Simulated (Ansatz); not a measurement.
# The perfect GaP wire along [110], 24 atoms a period, H-terminated

Aim: is the GaP wire along [110], 24 atoms a period, H-terminated a metal or a semiconductor?

Method: DFT PBE, plane waves, PAW; relaxation of a wire's period; PAW set soft_1, in the first sound run; inputs show where later runs differ, in Ansatz 0.2.0.

Most raw output is cut from this account.

### 1. Starting point

The cell holds 40 atoms: 16 H, 12 Ga and 12 P. Cell: a = 20.935 Å, b = 19.121 Å, c = 3.896 Å, α = 90.0°, β = 90.0°, γ = 90.0°. Vacuum lies along a and b. The structure's axis is c.

### 2. The relaxed wire

Band widths follow the bond lengths, so the wire is relaxed first. The atoms and the third cell vector are free; the box across stays fixed as vacuum. A Fermi-Dirac smearing is set since the result may be a metal. The pressure printed is a third of the stress's trace over the whole box, vacuum included; only the stress along the axis is relaxed.

input.yaml

```yaml
crystal:
  lattice:
    - [20.935, 0.0, 0.0]
    - [0.0, 19.121, 0.0]
    - [0.0, 0.0, 3.8961583643]
  atoms:
    - { symbol: H, position: [0.162407452, 0.381578284, 0.0] }
    - { symbol: Ga, position: [0.205981057, 0.449046753, 0.0] }
    - { symbol: P, position: [0.403377761, 0.347165095, 0.0] }
    - { symbol: H, position: [0.425603057, 0.177814968, 0.0] }
    - { symbol: Ga, position: [0.469176662, 0.245283437, 0.0] }
    - { symbol: Ga, position: [0.469176662, 0.449046753, 0.0] }
    - { symbol: P, position: [0.666573366, 0.347165095, 0.0] }
    - { symbol: H, position: [0.706010237, 0.28610186, 0.0] }
[... 28 atom lines left out ...]
    - { symbol: P, position: [0.666573366, 0.550928411, 0.0] }
    - { symbol: P, position: [0.666573366, 0.754691727, 0.0] }
    - { symbol: H, position: [0.706010237, 0.815754962, 0.0] }
    - { symbol: Ga, position: [0.732372268, 0.652810069, 0.0] }
kpoints:
  mp_grid: { grid: [1, 1, 21] }
scf:
  occupations: { method: fermi_dirac, width: 0.05 }
hamiltonian:
  xc: pbe
  pseudopotentials: { kind: paw, azcp: { folder: soft_1 } }
relax:
  cell: { fix: [a, b, alpha, beta, gamma] }
  max_steps: 45
  f_tol: 0.03
```

Launch:

```
$ ansatz run input.yaml --threads 4 --pin off --max-ram 16384MiB --backend cpu --events-out ev --progress --plain --runs-dir out
```

Elapsed: 9.4 min, on 4 threads of Intel Xeon Platinum 8223CL at 3.00GHz (Skylake/Cascade Lake), shared host; peak memory 5.2 GiB; 37 min of CPU time.

The steps of the relaxation:

```tsv
step	energy less that of the first step (eV)	largest force component (eV/Å)	pressure (GPa)	volume (Å³)
1	0.0000	1.3568	0.08	1559.62
2	-0.8455	0.4257	-0.08	1586.13
3	-0.9315	0.1904	-0.05	1594.85
4	-0.9480	0.0837	-0.02	1595.54
5	-0.9599	0.0734	-0.01	1595.96
6	-0.9625	0.0814	0.00	1596.11
7	-0.9661	0.0384	-0.01	1595.22
8	-0.9667	0.0137	-0.01	1595.56
9*	-0.9725	0.0138	-0.01	1595.56
```

Relaxation steps marked * repeat the geometry before them on a plane-wave basis chosen anew for their cell, so energy and pressure can jump there.

Forces are held to the 2 operations that the run works with; a distortion that breaks them can't arise in this run.

```tsv
cell as run	before	after	change
c (Å)	3.896	3.986	+2.3 %
```

The atoms that moved most (Å, along periodic axes as changes of fractional coordinates times the final cell, across vacuum about the mean position):

```tsv
atom	dx	dy	dz	length
H32	0.454	0.379	0.000	0.591
H1	-0.167	0.295	0.000	0.339
H28	0.007	0.284	0.000	0.284
Ga17	0.062	-0.261	0.000	0.268
P12	0.220	-0.092	0.000	0.239
H29	-0.175	0.122	0.000	0.213
P27	-0.165	0.129	0.000	0.209
H31	0.101	-0.104	-0.139	0.201
```

The relaxed structure:

```cif
data_structure
_symmetry_space_group_name_H-M 'P 1'
_symmetry_Int_Tables_number 1
_cell_length_a 20.9350
_cell_length_b 19.1210
_cell_length_c 3.9859
_cell_angle_alpha 90.000
_cell_angle_beta 90.000
_cell_angle_gamma 90.000
_cell_volume 1595.56
loop_
_atom_site_label
_atom_site_type_symbol
_atom_site_fract_x
_atom_site_fract_y
_atom_site_fract_z
_atom_site_occupancy
H1 H 0.15444 0.39701 0.00000 1
Ga2 Ga 0.20553 0.45687 0.00000 1
P3 P 0.40210 0.34431 0.00000 1
H4 H 0.43021 0.16987 0.00000 1
Ga5 Ga 0.46498 0.24215 0.00000 1
Ga6 Ga 0.46792 0.44386 0.00000 1
P7 P 0.66283 0.35234 0.00000 1
H8 H 0.70497 0.29375 0.00000 1
Ga9 Ga 0.72514 0.45562 0.00000 1
H10 H 0.23716 0.64738 0.23523 1
H11 H 0.78098 0.64746 0.32170 1
P12 P 0.28231 0.64802 0.50000 1
P13 P 0.27099 0.44324 0.50000 1
H14 H 0.29741 0.27067 0.50000 1
H15 H 0.29164 0.82380 0.50000 1
Ga16 Ga 0.33527 0.34132 0.50000 1
Ga17 Ga 0.34053 0.53730 0.50000 1
Ga18 Ga 0.33679 0.75892 0.50000 1
P19 P 0.53113 0.24876 0.50000 1
P20 P 0.53505 0.65338 0.50000 1
P21 P 0.53380 0.44923 0.50000 1
H22 H 0.55816 0.82460 0.50000 1
H23 H 0.57385 0.19068 0.50000 1
Ga24 Ga 0.59695 0.34793 0.50000 1
Ga25 Ga 0.59954 0.55117 0.50000 1
Ga26 Ga 0.60060 0.75683 0.50000 1
P27 P 0.79030 0.45578 0.50000 1
H28 H 0.83793 0.40285 0.50000 1
H29 H 0.82925 0.51650 0.50000 1
H30 H 0.78098 0.64746 0.67830 1
H31 H 0.23716 0.64738 0.76477 1
H32 H 0.18409 0.53633 0.00000 1
P33 P 0.40481 0.54773 0.00000 1
P34 P 0.40031 0.74726 0.00000 1
H35 H 0.43992 0.80777 0.00000 1
Ga36 Ga 0.47125 0.64837 0.00000 1
P37 P 0.66426 0.55664 0.00000 1
P38 P 0.66432 0.74594 0.00000 1
H39 H 0.70078 0.80895 0.00000 1
Ga40 Ga 0.74082 0.65289 0.00000 1
```

This step gave:

```
energy at zero smearing    : -54723.5866 eV
cell length along the wire : 3.986 Å
```

The cell's length comes to 3.986 Å with spin left out.

### 3. Bands of the perfect wire

This step: DFT PBE, plane waves, PAW; bands of a perfect wire; PAW set soft_1 (Ansatz 0.2.0).

At the relaxed period the bands are computed along the axis; those that cross an energy going forward count the channels that a perfect wire would open there.

input.yaml

```yaml
crystal:
  lattice:
    - [20.935, 0.0, 0.0]
    - [0.0, 19.121, 0.0]
    - [0.0, 0.0, 3.9859293306]
  atoms:
    - { symbol: H, position: [0.154441489, 0.397009114, 0.0] }
    - { symbol: Ga, position: [0.205527088, 0.456871155, 0.0] }
    - { symbol: P, position: [0.402099286, 0.344311417, 0.0] }
    - { symbol: H, position: [0.430211519, 0.169872558, 0.0] }
    - { symbol: Ga, position: [0.46498319, 0.242154705, 0.0] }
    - { symbol: Ga, position: [0.467919276, 0.44386335, 0.0] }
    - { symbol: P, position: [0.662834151, 0.352337072, 0.0] }
    - { symbol: H, position: [0.704971022, 0.293749866, 0.0] }
[... 28 atom lines left out ...]
    - { symbol: P, position: [0.664258434, 0.556644424, 0.0] }
    - { symbol: P, position: [0.664317827, 0.745944791, 0.0] }
    - { symbol: H, position: [0.700784216, 0.808945372, 0.0] }
    - { symbol: Ga, position: [0.740824122, 0.652889619, 0.0] }
kpoints:
  mp_grid: { grid: [1, 1, 21] }
  band_path: { path: ["Γ", Z], npoints: 90 }
scf:
  occupations: { method: fermi_dirac, width: 0.05 }
hamiltonian:
  xc: pbe
  pseudopotentials: { kind: paw, azcp: { folder: soft_1 } }
output:
  dos: { e_range: [-5, 4] }
  write_potential: true
  write_density: true
  volumetric_format: npy
```

Wall time 7.5 min (4 threads); peak memory 13 GiB.

This step gave:

- energy at zero smearing: -54723.5868 eV
- band gap: 0.4020 eV

Electronic bands along the path, in eV, zero at the Fermi level; v1 is the highest filled band, c1 the lowest empty one:

```tsv
point	v4	v3	v2	v1	c1	c2	c3	c4
Γ	-1.67	-1.43	-1.08	-0.20	0.20	0.46	0.74	1.01
halfway	-1.97	-1.84	-1.72	-1.57	1.26	1.35	1.60	1.75
Z	-2.41	-2.40	-2.28	-2.11	1.05	1.10	1.17	1.22
```

The gap is 0.402 eV, with spin left out.

The path shows a direct gap of 0.40 eV (valence top at Γ, conduction bottom at Γ).

### 4. Another level of theory, cutoff 500 eV, k-mesh 1×1×16

This step: DFT r2SCAN, plane waves, PAW; bands of a perfect wire at the PBE geometry; PAW set soft_1 (Ansatz 0.2.0).

The atoms stay at the PBE geometry and the functional changes. r2SCAN also reads the kinetic-energy density; it often gives larger moments and wider gaps than PBE, at a higher cost. Against the first PBE run of this kind, the cutoff is 500 eV against 420 and the mesh along the wire has 16 points against 21.

input.yaml, as its differences from that of step 3:

```diff
@@ -47,3 +47,3 @@
 kpoints:
-  mp_grid: { grid: [1, 1, 21] }
+  mp_grid: { grid: [1, 1, 16] }
   band_path: { path: ["Γ", Z], npoints: 90 }
@@ -52,8 +52,3 @@
 hamiltonian:
-  xc: pbe
+  xc: r2scan
   pseudopotentials: { kind: paw, azcp: { folder: soft_1 } }
-output:
-  dos: { e_range: [-5, 4] }
-  write_potential: true
-  write_density: true
-  volumetric_format: npy
```

Run time: 13 min. Hardware: 4 threads; peak memory 11 GiB; 50 min of CPU time.

This step gave:

| Item | Value |
| --- | --- |
| energy at zero smearing | -54855.1178 eV |
| band gap | 0.6258 eV |

The electronic bands at the labelled points (eV, zero at the Fermi level; v1 is the highest filled band, c1 the lowest empty one):

```tsv
point	v4	v3	v2	v1	c1	c2	c3	c4
Γ	-1.82	-1.57	-1.21	-0.31	0.31	0.60	0.89	1.18
halfway	-2.14	-2.02	-1.88	-1.73	1.40	1.49	1.84	1.95
Z	-2.60	-2.60	-2.47	-2.30	1.18	1.24	1.35	1.35
```

The gap is 0.626 eV, against 0.402 eV under PBE at the relaxed period.

### 5. Another level of theory, level HSE06, cutoff 420 eV

This step: DFT HSE06, plane waves, PAW; levels of a perfect wire at the PBE geometry; PAW set soft_1 (Ansatz 0.2.0).

The atoms stay at the PBE geometry and the functional changes. HSE06 mixes in a quarter of short-range exact exchange, which removes part of the self-interaction that closes gaps; it is dear, so the mesh is thinner and no path is run. Against the first PBE run of this kind, the mesh along the wire has 8 points against 21.

input.yaml, as its differences from that of step 4:

```diff
@@ -47,4 +47,3 @@
 kpoints:
-  mp_grid: { grid: [1, 1, 16] }
-  band_path: { path: ["Γ", Z], npoints: 90 }
+  mp_grid: { grid: [1, 1, 8] }
 scf:
@@ -52,3 +51,3 @@
 hamiltonian:
-  xc: r2scan
+  xc: hse06
   pseudopotentials: { kind: paw, azcp: { folder: soft_1 } }
```

It took 17 min on 4 threads; peak memory 7.7 GiB.

This step gave:

```
band gap : 1.181 eV
```

The gap is 1.18 eV, against 0.402 eV under PBE at the relaxed period.

### 6. Strain along the wire, period over the relaxed period 0.94, k-mesh 1×1×17

This step: DFT PBE, plane waves, PAW; relaxation at a fixed period; PAW set soft_1 (Ansatz 0.2.0).

The period is set to 0.94 times the relaxed one and the atoms relax within it: strain changes bond lengths and angles, which shifts the bands against each other. Against the first PBE run of this kind, the mesh along the wire has 17 points against 21.

The cell differs from the one that the last finished run ended in (c 3.986 → 3.747 Å).

input.yaml, as its differences from that of step 5:

```diff
@@ -4,3 +4,3 @@
     - [0.0, 19.121, 0.0]
-    - [0.0, 0.0, 3.9859293306]
+    - [0.0, 0.0, 3.7467735707]
   atoms:
@@ -47,3 +47,4 @@
 kpoints:
-  mp_grid: { grid: [1, 1, 8] }
+  mp_grid: { grid: [1, 1, 17] }
+  band_path: { path: ["Γ", Z], npoints: 90 }
 scf:
@@ -51,3 +52,8 @@
 hamiltonian:
-  xc: hse06
+  xc: pbe
   pseudopotentials: { kind: paw, azcp: { folder: soft_1 } }
+relax:
+  max_steps: 40
+  f_tol: 0.02
+output:
+  stress: true
```

Wall time 9 min (4 threads); peak memory 12 GiB.

The steps of the relaxation:

```tsv
step	energy less that of the first step (eV)	largest force component (eV/Å)
1	0.0000	1.1200
2	-0.3259	0.5573
3	-0.3638	0.0936
4	-0.3651	0.0237
5	-0.3653	0.0046
```

Forces are held to the 2 operations that the run works with; a distortion that breaks them can't arise in this run.

The atoms that moved most (Å):

```tsv
atom	dx	dy	dz	length
P27	0.186	0.009	0.000	0.186
H1	-0.177	0.027	0.000	0.179
H29	0.174	0.016	0.000	0.175
H28	0.173	-0.001	0.000	0.173
H32	-0.172	0.014	0.000	0.173
Ga2	-0.166	0.015	0.000	0.167
H30	0.157	0.004	-0.012	0.158
H11	0.157	0.004	0.012	0.158
```

The relaxed structure:

```cif
data_structure
_symmetry_space_group_name_H-M 'P 1'
_symmetry_Int_Tables_number 1
_cell_length_a 20.9350
_cell_length_b 19.1210
_cell_length_c 3.7468
_cell_angle_alpha 90.000
_cell_angle_beta 90.000
_cell_angle_gamma 90.000
_cell_volume 1499.83
loop_
_atom_site_label
_atom_site_type_symbol
_atom_site_fract_x
_atom_site_fract_y
_atom_site_fract_z
_atom_site_occupancy
H1 H 0.14600 0.39842 0.00000 1
Ga2 Ga 0.19760 0.45768 0.00000 1
P3 P 0.40093 0.34378 0.00000 1
H4 H 0.42724 0.16964 0.00000 1
Ga5 Ga 0.46297 0.24125 0.00000 1
Ga6 Ga 0.46621 0.44339 0.00000 1
P7 P 0.66822 0.35255 0.00000 1
H8 H 0.70923 0.29308 0.00000 1
Ga9 Ga 0.73012 0.45565 0.00000 1
H10 H 0.23194 0.64706 0.22318 1
H11 H 0.78848 0.64766 0.32498 1
P12 P 0.27776 0.64780 0.50000 1
P13 P 0.26691 0.44303 0.50000 1
H14 H 0.29139 0.27079 0.50000 1
H15 H 0.28599 0.82328 0.50000 1
Ga16 Ga 0.33030 0.34065 0.50000 1
Ga17 Ga 0.33582 0.53711 0.50000 1
Ga18 Ga 0.33162 0.75894 0.50000 1
P19 P 0.53295 0.24845 0.50000 1
P20 P 0.53746 0.65349 0.50000 1
P21 P 0.53593 0.44888 0.50000 1
H22 H 0.55811 0.82466 0.50000 1
H23 H 0.57454 0.18945 0.50000 1
Ga24 Ga 0.59851 0.34750 0.50000 1
Ga25 Ga 0.60105 0.55086 0.50000 1
Ga26 Ga 0.60148 0.75777 0.50000 1
P27 P 0.79917 0.45623 0.50000 1
H28 H 0.84621 0.40278 0.50000 1
H29 H 0.83757 0.51732 0.50000 1
H30 H 0.78848 0.64766 0.67502 1
H31 H 0.23194 0.64706 0.77682 1
H32 H 0.17587 0.53704 0.00000 1
P33 P 0.40401 0.54751 0.00000 1
P34 P 0.39901 0.74686 0.00000 1
H35 H 0.43742 0.80825 0.00000 1
Ga36 Ga 0.46976 0.64817 0.00000 1
P37 P 0.66970 0.55680 0.00000 1
P38 P 0.66914 0.74651 0.00000 1
H39 H 0.70491 0.80993 0.00000 1
Ga40 Ga 0.74455 0.65335 0.00000 1
```

Numbers from this step:

| Property | Result |
| --- | --- |
| energy at zero smearing | -54722.7914 eV |
| band gap | 0.2218 eV |

The electronic bands at the labelled points (eV, zero at the Fermi level; v1 is the highest filled band, c1 the lowest empty one):

```tsv
point	v4	v3	v2	v1	c1	c2	c3	c4
Γ	-2.02	-1.79	-1.17	-0.07	0.15	0.24	0.58	0.67
halfway	-2.62	-2.44	-2.38	-2.10	0.53	0.62	0.88	1.09
Z	-3.09	-2.97	-2.86	-2.85	0.20	0.29	0.33	0.44
```

The gap is 0.222 eV, against 0.402 eV under PBE at the relaxed period.

### 7. At a strained period, period over the relaxed period 0.97, k-mesh 1×1×16

The period is set to 0.97 times the relaxed one and the atoms relax within it: strain changes bond lengths and angles, which shifts the bands against each other. Against the first PBE run of this kind, the mesh along the wire has 16 points against 21.

The cell differs from the one that the last finished run ended in (c 3.747 → 3.866 Å).

input.yaml, as its differences from that of step 6:

```diff
@@ -4,3 +4,3 @@
     - [0.0, 19.121, 0.0]
-    - [0.0, 0.0, 3.7467735707]
+    - [0.0, 0.0, 3.8663514507]
   atoms:
@@ -47,3 +47,3 @@
 kpoints:
-  mp_grid: { grid: [1, 1, 17] }
+  mp_grid: { grid: [1, 1, 16] }
   band_path: { path: ["Γ", Z], npoints: 90 }
```

The job ended after 8.6 min (4 threads; peak memory 13 GiB; 34 min of CPU time).

The steps of the relaxation:

```tsv
step	energy less that of the first step (eV)	largest force component (eV/Å)
1	0.0000	0.5211
2	-0.0754	0.2767
3	-0.0817	0.0275
4	-0.0819	0.0071
```

The run keeps the 2 symmetry operations that it works with, so distortions that break them were not tested.

The atoms that moved most (Å):

```tsv
atom	dx	dy	dz	length
H1	-0.092	0.017	0.000	0.093
P27	0.093	0.006	0.000	0.093
H28	0.089	0.003	0.000	0.089
H32	-0.087	0.009	0.000	0.087
H29	0.085	0.011	0.000	0.085
Ga2	-0.084	0.009	0.000	0.085
H30	0.076	-0.001	-0.008	0.077
H11	0.076	-0.001	0.008	0.077
```

Final coordinates:

```xyz
40
Lattice="20.9350 0.0000 0.0000 0.0000 19.1210 0.0000 0.0000 0.0000 3.8664" Properties=species:S:1:pos:R:3
H     3.1414    7.6085    0.0000
Ga    4.2187    8.7449    0.0000
P     8.4048    6.5786    0.0000
H     8.9761    3.2474    0.0000
Ga    9.7148    4.6228    0.0000
Ga    9.7783    8.4819    0.0000
P    13.9340    6.7402    0.0000
H    14.8046    5.6115    0.0000
Ga   15.2348    8.7141    0.0000
H     4.9100   12.3755    0.8855
H    16.4259   12.3792    1.2522
P     5.8615   12.3886    1.9332
P     5.6291    8.4734    1.9332
H     6.1607    5.1777    1.9332
H     6.0468   15.7451    1.9332
Ga    6.9663    6.5199    1.9332
Ga    7.0795   10.2717    1.9332
Ga    6.9981   14.5106    1.9332
P    11.1397    4.7552    1.9332
P    11.2259   12.4932    1.9332
P    11.1968    8.5861    1.9332
H    11.6817   15.7644    1.9332
H    12.0224    3.6360    1.9332
Ga   12.5152    6.6503    1.9332
Ga   12.5677   10.5358    1.9332
Ga   12.5835   14.4794    1.9332
P    16.6379    8.7209    1.9332
H    17.6309    7.7056    1.9332
H    17.4450    9.8871    1.9332
H    16.4259   12.3792    2.6142
H     4.9100   12.3755    2.9808
H     3.7672   10.2637    0.0000
P     8.4653   10.4701    0.0000
P     8.3673   14.2831    0.0000
H     9.1877   15.4460    0.0000
Ga    9.8509   12.3938    0.0000
P    13.9625   10.6450    0.0000
P    13.9576   14.2669    0.0000
H    14.7147   15.4749    0.0000
Ga   15.5509   12.4877    0.0000
```

Numbers from this step:

| Item | Value |
| --- | --- |
| energy at zero smearing | -54723.3987 eV |
| band gap | 0.3158 eV |

The gap is 0.316 eV, against 0.402 eV under PBE at the relaxed period.

### 8. Summary of results

```json
{
 "cell length, PBE": "3.986 Å",
 "gap, PBE": "0.402 eV",
 "gap, r2SCAN": "0.626 eV",
 "gap, HSE06": "1.18 eV",
 "gap, period scaled by 0.94": "0.222 eV",
 "gap, period scaled by 0.97": "0.316 eV"
}
```

**Reading.** Under PBE the cell's length is 3.99 Å, and a gap of 0.40 eV makes it a semiconductor. At the relaxed period the wire is gapped under every functional, from 0.40 eV (PBE) to 1.18 eV (HSE06). Weak screening in one dimension makes quasiparticle gaps larger than the semilocal gaps, as a rule. Strain matters: under PBE the gap goes from 0.40 eV to 0.222 eV at 0.94 times the period and 0.316 eV at 0.97 times the period. Where the gap is under about 0.35 eV, the smearing of 0.05 eV partly fills the band edges in the SCF. Plain hydrogen on a compound's surface is a simple closure: it may leave surface states, and facets that end in unlike atoms put a field across the wire, both of which shrink the gap. A hybrid's gap is read on a coarse mesh, without a band path.

[Logs are printed without paths, hosts, clocks, repeated set-up lines and the standing remarks that a program may print on its own settings, such as how far it seeks lower states.]

[Hosts, paths, dates, database ids (printed as entryN), source tags and the programs' standing remarks are cut or masked in the printed files.]
